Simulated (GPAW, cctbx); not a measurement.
# By hand: from a DFT structure factor to an extinction distance in GaRhS3

GaRhS3, P6_3/mmc (no. 194), a = 3.8766 Å, b = 3.8766 Å, c = 14.5653 Å, α = 90.00°, β = 90.00°, γ = 120.00°.

| atom | mult. | x | y | z |
| --- | --- | --- | --- | --- |
| Rh1 | 2 | 0 | 0 | 0 |
| Ga1 | 2 | 1/3 | 2/3 | 3/4 |
| S1 | 4 | 1/3 | 2/3 | 0.5718 |
| S2 | 2 | 0 | 0 | 1/4 |

The cell comes from substitution in a known structure type and wasn't matched to any measured phase.

A DFT run (GPAW, PBE, 450 eV, 6×6×2 k-points (along the axes of the calculation cell), Fermi–Dirac width 0.05 eV) gives the static X-ray structure factor of 002 as 34.637 e for the conventional cell; superposed free atoms give 34.408 e. **Problem.** Find the Fourier component V of the crystal potential and the two-beam extinction distance at 200 kV in both cases.

**1. Geometry**

The cell volume is Ω = 189.56 Å³ and d(002) = 7.2827 Å, so g = 1/d = 0.1373 Å⁻¹.

**2. The nuclei**

Electrons feel nuclei as well as electrons, so the nuclear charges are summed with the same phases.

Phase sums Σ exp(2πi h·x), turned so that the total is real and positive: Rh +2.000, Ga -2.000, S +0.480. Then F_Z = 45 × (+2.000) + 31 × (-2.000) + 16 × (+0.480) = 35.68 e. The electron term has the same sign for this reflection.

**3. Mott–Bethe**

Poisson's equation, term by term, gives V = (e/4πε₀)(F_Z − F)/(πΩg²), with e/4πε₀ = 14.3996 V Å.

The prefactor is 14.3996 × 7.2827²/(π × 189.56) = 1.28244 V per electron. Free atoms: (35.68 − 34.408) × 1.28244 = 1.629 V. Crystal: (35.68 − 34.637) × 1.28244 = 1.335 V. F changes by +0.67 % and V by -18.0 %: the same 0.23 e is measured against F_Z − F = 1.3 e in place of F = 34.4 e.

**4. Extinction distance**

In the two-beam case ξ = 1/(λU) with U = 2γm₀eV/h², that is ξ = 150.41 V Å²/(γλV).

At 200 kV, λ = 0.02508 Å and γ = 1.3914. Free atoms: ξ = 2646 Å. Crystal: ξ = 3228 Å. The thickness fringes go as sin²(πt/ξ), so the two patterns slip by a quarter of a period when t|1/ξ₁ − 1/ξ₀| = 1/4, at t ≈ 367 nm. Thermal motion, absorption and many-beam coupling, left out here, change a real pattern.

**5. Answer**

V(002) is 1.34 V against 1.63 V, and ξ is 3228 against 2646 Å. Limits: static atoms, two beams.
